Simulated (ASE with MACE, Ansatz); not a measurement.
# Boundary energy of (11-22) twin boundary in hcp Co (80 atoms)

What is the boundary energy of this cell, counted against the bulk crystal, and how far does it hang on functional and mesh?

Calculated with Ansatz 0.2.0: Kohn-Sham DFT, PBE, PAW (set soft_2), plane waves; cutoff 420 eV, fermi-dirac smearing of 0.1 eV, spin polarised, started with 80 parallel moments, ending at 129.3 μB in the cell. Cutoffs: 420 eV for PBE; 500 eV for r2SCAN.

**The cells**

The cell holds 80 atoms: 80 Co. Its edges and angles: a = 8.626 Å, b = 6.406 Å, c = 21.470 Å, α = 90.0°, β = 90.0°, γ = 132.3°. It derives from Co. The starting structure: Two grains of Co, one the mirror image of the other in the boundary plane, two boundaries a cell; of 6 trial joints (lateral shifts, openings, close atoms taken out) the lowest after a short relaxation with the MACE-MP-0b2 potential was kept (shift [0, 0] of the surface cell, opening 0.00 Å, one of each pair under 1.74 Å removed), then its atoms and the cell's length along the normal were relaxed with that potential. Lattice constants are starting values near those of PBE.

The bulk reference is Co2 in a cell of 2 atoms, 10.819 Å³ an atom.

The input of the single point on the relaxed cell:

```yaml
crystal:
  lattice:
    - [8.62561, 0.0, 0.0]
    - [-4.31281, 4.73719, 0.0]
    - [0.0, 0.0, 21.46984]
  atoms:
    - { symbol: Co, position: [0.32208, 0.13995, 1.0], spin: 1.7 }
    - { symbol: Co, position: [0.48417, 0.64003, 1.0], spin: 1.7 }
    - { symbol: Co, position: [0.13598, 0.27232, 0.05417], spin: 1.7 }
    - { symbol: Co, position: [0.30271, 0.77244, 0.05419], spin: 1.7 }
    [... 74 atom lines left out ...]
    - { symbol: Co, position: [0.6928, 0.38526, 0.55419], spin: 1.7 }
    - { symbol: Co, position: [0.85954, 0.88538, 0.55417], spin: 1.7 }
magnetization:
  spin_polarized: true
kpoints:
  mp_grid: { grid: [6, 8, 2] }
hamiltonian:
  xc: pbe
scf:
  occupations: { method: fermi_dirac, width: 0.1 }
  lower_state_search: "off"
output:
  forces: true
  stress: true
  populations: true
  dos:
    method: { smearing: { sigma: 0.08 } }
    de: 0.1
    projected:
      site_lists:
        Co: [Co]
        lower_grain: [... 44 sites ...]
        upper_grain: [... 36 sites ...]
  eigenvalues: true
  write_density: true
  write_potential: true
  volumetric_format: npy
```

| cell | formula | k-mesh | relaxation steps | gain on relaxing (eV) | free energy, PBE (eV) | moment (μB) | time of its runs on this page |
| --- | --- | --- | --- | --- | --- | --- | --- |
| (11-22) twin boundary in hcp Co | Co80 | 6×8×2 (relaxed on 4×5×1) | 3 | 0.03 | -410090.849 | 129.3 | 8.1 min |
| bulk Co | Co2 | 26×26×14 | - | - | -10252.333 | 3.2 | 23 s |

**Boundary energy**

The excess is the cell's free energy less 40 times that of the bulk cell. It is divided by twice the area, as the cell holds two boundaries, so the value is their mean, and they need not be alike (40.86 Å²), with 1 eV/Å² = 16.022 J/m².

| level | k-mesh | excess (eV) | boundary energy (J/m²) | per area (meV/Å²) |
| --- | --- | --- | --- | --- |
| PBE | 6×8×2 | 2.473 | 0.485 | 30.3 |
| PBE, denser mesh | 7×10×2 | 2.475 | 0.485 | 30.3 |
| r2SCAN | 6×8×2 | 2.507 | 0.492 | 30.7 |

Worked for the first row at PBE: (-410090.849) − 40 × (-10252.333) = 2.473 eV (from unrounded energies).

Then 2.473 / (2 × 40.86) × 16.022 = 0.485 J/m².

**Neighbours**

Bonds by pair of elements; cutoffs follow the first minimum of g(r), held within bounds set by covalent radii, and pairs that aren't listed don't count as bonded:

| pair A-B | cutoff (Å) | bonds | mean length (Å) | spread (Å) | shortest (Å) | B about A | A about B |
| --- | --- | --- | --- | --- | --- | --- | --- |
| Co-Co | 2.93 | 472 | 2.49 | 0.031 | 2.33 | 11.8 | 11.8 |

How many atoms have how many bonded neighbours:

| element | mean | 11 | 12 |
| --- | --- | --- | --- |
| Co | 11.8 | 16 | 64 |

**Findings**

At PBE the boundary energy is 0.48 J/m². At the same geometries the levels agree within 0.007 J/m² and the denser mesh leaves it within 0.01 J/m². Relaxing the atoms lowered it by 0.006 J/m² from the start (on the 4×5×1 mesh of the relaxation), and the farthest atom moved 0.04 Å. By these cutoffs 16 of 80 Co atoms differ from the commonest count of 12.

Limits: The cell edges were held, so the lattice is the typed one for every functional, and the length along the normal is the one that the machine-learned potential gave. Cell and bulk are sampled on unlike meshes, and the error grows with the number of atoms subtracted. These are free energies under a smearing of 0.1 eV, whose entropy term isn't removed. The joint was picked among a few trials by a machine-learned potential, and a lower one may exist. The run was spin polarised, started with 80 parallel moments, ending at 129.3 μB in the cell; that starting order needn't be the real material's, and it bears on forces, charges and levels. In some runs the program notes that it cut back its plan to fit the GPU's memory and positions were snapped to a detected symmetry. Spin-polarised runs here had the search for other magnetic states switched off.

[Logs are printed without paths, hosts, clocks, repeated set-up lines and the standing remarks that a program may print on its own settings, such as how far it seeks lower states.]

[Hosts, paths, dates, database ids (printed as entryN), source tags and the programs' standing remarks are cut or masked in the printed files.]
